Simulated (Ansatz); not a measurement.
# Bands, cutoff and cost in G0W0 for LaGaO3 (R-3c), part 2 of 2

Wanted: a G0W0 gap for LaGaO3 (R-3c) that is converged in bands and cutoff, or an estimate of the limit.

Ansatz 0.2.0; G0W0 on LDA, plane waves, PAW. Known limits of the many-body steps: not at the basis limit; f levels unsure; no spin-orbit coupling; coarse k mesh.

So far. Step 4 (653 empty bands, screening to 180 eV): Against the run with 4×4×4 mesh, 303 empty bands, screening to 108 eV, the gap moves by +0.018 eV.

**5. Changing the k mesh: 2×2×2 mesh, 303 empty bands, screening to 108 eV**

Only the mesh changes. It samples the long-range screening, which converges on its own terms. Bands and cutoff differ from the step before, so it is read against an earlier run that matches them.

Contents of input.yaml:

```yaml
crystal:
  lattice:
    - [2.77145, 1.6000974035, 4.4776]
    - [-2.77145, 1.6000974035, 4.4776]
    - [0.0, -3.2001948071, 4.4776]
  atoms:
    - { symbol: La, position: [0.25, 0.25, 0.25] }
    - { symbol: La, position: [0.75, 0.75, 0.75] }
    - { symbol: Ga, position: [0.0, 0.0, 0.0] }
    - { symbol: Ga, position: [0.5, 0.5, 0.5] }
    - { symbol: O, position: [0.8048, 0.6952, 0.25] }
    - { symbol: O, position: [0.25, 0.8048, 0.6952] }
    - { symbol: O, position: [0.6952, 0.25, 0.8048] }
    - { symbol: O, position: [0.1952, 0.3048, 0.75] }
    - { symbol: O, position: [0.75, 0.1952, 0.3048] }
    - { symbol: O, position: [0.3048, 0.75, 0.1952] }
kpoints:
  mp_grid: { grid: [2, 2, 2] }
hamiltonian:
  xc: lda
scf:
  occupations: { method: fixed }
gw:
  n_empty_bands: 303
  ecut_chi: 108
  qp_bands: [v3, c3]
  qp_kpoints: band_edges
  screening: { model: contour_deformation }
```

The run is started by

```console
$ ansatz run input.yaml --threads 3 --pin off --max-ram 92160MiB --backend cuda --events-out ev --progress --plain --runs-dir out --devices 1 --max-vram 13GiB
```

Numbers of over 12 decimals in the logs are rounded to 6 here.

Output:

```text
GPUs: using 1 of 1 available (devices: 1).
[...]
concurrent solve slots: 2 of 3 are kept, ahead of what memory takes: no pass of the eigensolver takes more rounds on 2
[...]
GPU FFT provider: cuFFT
GPU libraries: cuBLAS 13.8.2, cuFFT 12.4.0, cuSOLVER 12.3.4
Crystal: 10 atoms, lattice volume = 119.138 Å³
Basis set: ecut = 420 eV, 2319 PW (Γ)
[...]
3    41     10.2406   -26.1000     4.6847   -21.0493  0.7559     9.8729     9.8746  root
     3    42     10.2406   -26.1000     4.6847   -21.0493  0.7559     9.8729     9.8746  root
     3    43     15.2126   -19.5628    -9.9629   -33.3764  0.7201    19.7208    19.0633  root ?
     3    44     15.2126   -19.5628    -9.9629   -33.3764  0.7201    19.7208    19.0633  root ?
     3    45     15.2292   -19.0186    -9.6784   -32.4235  0.7232    19.5770    18.9555  root ?
[key lines of the parts left out:]
SCF converged after 7 iterations
Free energy (F): -22910.285930 eV
Fermi energy:    10.771450 eV
```

It took 11 s on 1 × NVIDIA H100 80GB HBM3 (shared by 6 runs) with 3 threads of AMD EPYC 7R13 (Zen 3), shared host; peak memory 1.2 GiB; 13 s of CPU time.

Numbers from this step:

- bands summed: 345
- RPA ε∞ on this mesh (eigenvalues): 5.654, 5.735, 5.735
- plane waves in the screening matrix: 313
- G0W0 gap on the mesh: 5.127 eV
- k of the valence top: 0, -0.5, -0.5
- k of the conduction bottom: 0, 0, 0
- starting gap on the mesh: 3.475 eV
- least direct G0W0 gap on the computed points: 5.246 eV

Against the run with 4×4×4 mesh, 303 empty bands, screening to 108 eV, the gap moves by −0.06 eV, while the start moved by −0.02 eV.

**6. Changing the frequency model: 4×4×4 mesh, 653 empty bands, screening to 180 eV, plasmon pole**

A plasmon pole stands in for the full frequency dependence of the screening; this run shows what that costs in accuracy. Bands and cutoff differ from the step before, so it is read against an earlier run that matches them.

Edit input.yaml of step 5 so:

```diff
@@ -17,3 +17,3 @@
 kpoints:
-  mp_grid: { grid: [2, 2, 2] }
+  mp_grid: { grid: [4, 4, 4] }
 hamiltonian:
@@ -23,6 +23,6 @@
 gw:
-  n_empty_bands: 303
-  ecut_chi: 108
+  n_empty_bands: 653
+  ecut_chi: 180.0
   qp_bands: [v3, c3]
   qp_kpoints: band_edges
-  screening: { model: contour_deformation }
+  screening: { model: godby_needs }
```

Output:

```text
GPUs: using 1 of 1 available (devices: 1).
[...]
GPU FFT provider: cuFFT
GPU libraries: cuBLAS 13.8.2, cuFFT 12.4.0, cuSOLVER 12.3.4
Crystal: 10 atoms, lattice volume = 119.138 Å³
Basis set: ecut = 420 eV, 2319 PW (Γ)
Bands: 52, of which v1, the nominal top of the filled ones, is band 42 counted from 1 (41 counted from 0)
Symmetry: 12 space group operations
[...]
k-points: 13 of 64
[...]
12    41     10.2059   -25.9879     4.3795   -21.0588  0.7805     9.6546     9.6563  root
    12    42     10.2059   -25.9879     4.3795   -21.0588  0.7805     9.6546     9.6563  root
    12    43     15.2007   -19.6078    -9.0663   -33.3989  0.8000    20.0393    19.9256  root ?
    12    44     15.2007   -19.6078    -9.0663   -33.3989  0.8000    20.0393    19.9256  root ?
    12    45     15.2174   -19.0624    -8.8751   -32.4681  0.8014    19.8721    19.7480  root ?
[key lines of the parts left out:]
SCF converged after 7 iterations
Free energy (F): -22910.586073 eV
Fermi energy:    10.735193 eV
```

It took 1.7 min on 1 × NVIDIA H100 80GB HBM3 (shared by 6 runs) with 3 threads; peak memory 5.1 GiB.

Numbers from this step:

```
bands summed                                 : 695
plasmon-pole fit frequency                   : 31.18 eV
RPA ε∞ on this mesh (eigenvalues)            : 4.889, 5.078, 5.078
plane waves in the screening matrix          : 645
G0W0 gap on the mesh                         : 5.219 eV
k of the valence top                         : 0, -0.5, -0.5
k of the conduction bottom                   : 0, 0, 0
starting gap on the mesh                     : 3.499 eV
least direct G0W0 gap on the computed points : 5.334 eV
```

Against the run with 4×4×4 mesh, 653 empty bands, screening to 180 eV, the gap moves by +0.013 eV.

**7. Changing the files and raising the bands: 4×4×4 mesh, 968 empty bands, screening to 234 eV, hard PAW files**

Other atomic data (hard PAW) test the pseudisation: the cutoff goes from 420 to 1020 eV and the valence electrons from 84 to 100, which opens shells that were frozen. Bands and screening cutoff change too, so the step is no clean test of the files.

Edit input.yaml of step 6 so:

```diff
@@ -20,2 +20,3 @@
   xc: lda
+  pseudopotentials: { kind: paw, source: ansatz }
 scf:
@@ -23,6 +24,6 @@
 gw:
-  n_empty_bands: 653
-  ecut_chi: 180.0
+  n_empty_bands: 968
+  ecut_chi: 234.0
   qp_bands: [v3, c3]
   qp_kpoints: band_edges
-  screening: { model: godby_needs }
+  screening: { model: contour_deformation }
```

Output:

```text
GPUs: using 1 of 1 available (devices: 1).
[...]
GPU FFT provider: cuFFT
GPU libraries: cuBLAS 13.8.2, cuFFT 12.4.0, cuSOLVER 12.3.4
Crystal: 10 atoms, lattice volume = 119.138 Å³
Basis set: ecut = 1020 eV, 8801 PW (Γ)
Bands: 60, of which v1, the nominal top of the filled ones, is band 50 counted from 1 (49 counted from 0)
Symmetry: 12 space group operations
[...]
k-points: 13 of 64
[...]
12    49     10.7981   -25.9868     4.1338   -21.0597  0.7542     9.9967    10.0047  root
    12    50     10.7981   -25.9868     4.1338   -21.0597  0.7542     9.9967    10.0047  root
    12    51     15.8216   -19.5522   -10.1966   -33.3123  0.7195    19.9736    19.3851  root ?
    12    52     15.8216   -19.5522   -10.1966   -33.3123  0.7195    19.9736    19.3851  root ?
    12    53     15.8368   -18.9819    -9.8927   -32.3449  0.7224    19.8339    19.3071  root ?
[key lines of the parts left out:]
SCF converged after 9 iterations
Free energy (F): -32219.997812 eV
Fermi energy:    11.327215 eV
```

The job ended after 3.3 min (1 × NVIDIA H100 80GB HBM3 (shared by 6 runs) with 3 threads; peak memory 5.3 GiB; 5.5 min of CPU time).

Numbers from this step:

```
bands summed                                 : 1018
RPA ε∞ on this mesh (eigenvalues)            : 4.877, 5.065, 5.065
plane waves in the screening matrix          : 941
G0W0 gap on the mesh                         : 5.288 eV
k of the valence top                         : 0, -0.5, -0.5
k of the conduction bottom                   : 0, 0, 0
starting gap on the mesh                     : 3.495 eV
least direct G0W0 gap on the computed points : 5.413 eV
```

Against the run with 4×4×4 mesh, 653 empty bands, screening to 180 eV, the gap moves by +0.08 eV.

**8. Side by side**

Times are wall times on 1 × NVIDIA H100 80GB HBM3 (shared by 6 runs) with 3 threads of AMD EPYC 7R13 (Zen 3), shared host, good to a factor of about two.

```
 mesh        files            frequency  bands summed  cutoff (eV)  start (eV)  G0W0 (eV)     time  host memory (GiB)
4×4×4  default PAW  contour deformation           149           54       3.499      5.278     23 s                1.2
4×4×4  default PAW  contour deformation           345          108       3.499      5.189     40 s                1.5
4×4×4  default PAW  contour deformation           695          180       3.499      5.206     92 s                2.4
2×2×2  default PAW  contour deformation           345          108       3.475      5.127     11 s                1.2
4×4×4  default PAW         plasmon pole           695          180       3.499      5.219  1.7 min                5.1
4×4×4     hard PAW  contour deformation          1018          234       3.495      5.288  3.3 min                5.3
```

How the two edges are built up, in eV (the quasiparticle level is the starting level plus Σx plus Σc less Vxc):

```
      run               edge  start      Σx     Σc     Vxc     Z     QP
149 bands        valence top  10.74  -26.14   4.89  -21.20  0.77  10.68
149 bands  conduction bottom  14.23  -13.99  -3.39  -19.10  0.83  15.96
345 bands        valence top  10.74  -26.14   4.60  -21.20  0.76  10.39
345 bands  conduction bottom  14.23  -13.99  -3.77  -19.10  0.82  15.58
695 bands        valence top  10.74  -26.14   4.34  -21.20  0.76  10.13
695 bands  conduction bottom  14.23  -13.99  -4.02  -19.10  0.82  15.33
```

**9. What came out**

| Property | Result |
| --- | --- |
| 149 bands, 54 eV | 5.278 eV |
| 345 bands, 108 eV | 5.189 eV |
| 695 bands, 180 eV | 5.206 eV |
| mesh and start | 4×4×4, LDA |

What this shows: From 149 to 695 bands the gap moves by −0.07 eV while the time grows 4.1-fold. Σc changes by −0.56 eV at the valence top and −0.63 eV at the conduction bottom, so the levels themselves move more than the gap between them. The gap turns back along the series, so no limit is drawn from it. On the 2×2×2 mesh in place of 4×4×4 the gap differs by −0.06 eV, of which −0.02 eV is already in the start. The plasmon-pole model gives +0.01 eV against contour deformation, 1 % of the correction, and saved no time in this program. With hard PAW files and 1018 bands the gap is 5.29 eV. Empty 4f levels lie among the conduction bands. Their place in the start is unsure; it enters the screening, and the edge itself where they lie low. The many-body steps are scalar-relativistic: spin-orbit coupling is not in them.

[Paths, hosts, dates, memory and timing lines, banners, echoed tables and standing remarks are left out of the program output.]

[Logs are printed without paths, hosts, clocks, repeated set-up lines and the standing remarks that a program may print on its own settings, such as how far it seeks lower states.]

[Runs of the session that timed out or met a known fault of the program may be left out.]

[Cells called generated may have been cut or substituted from an entry of the Crystallography Open Database or the Materials Project.]

[Hosts, paths, dates, database ids (printed as entryN), source tags and the programs' standing remarks are cut or masked in the printed files.]
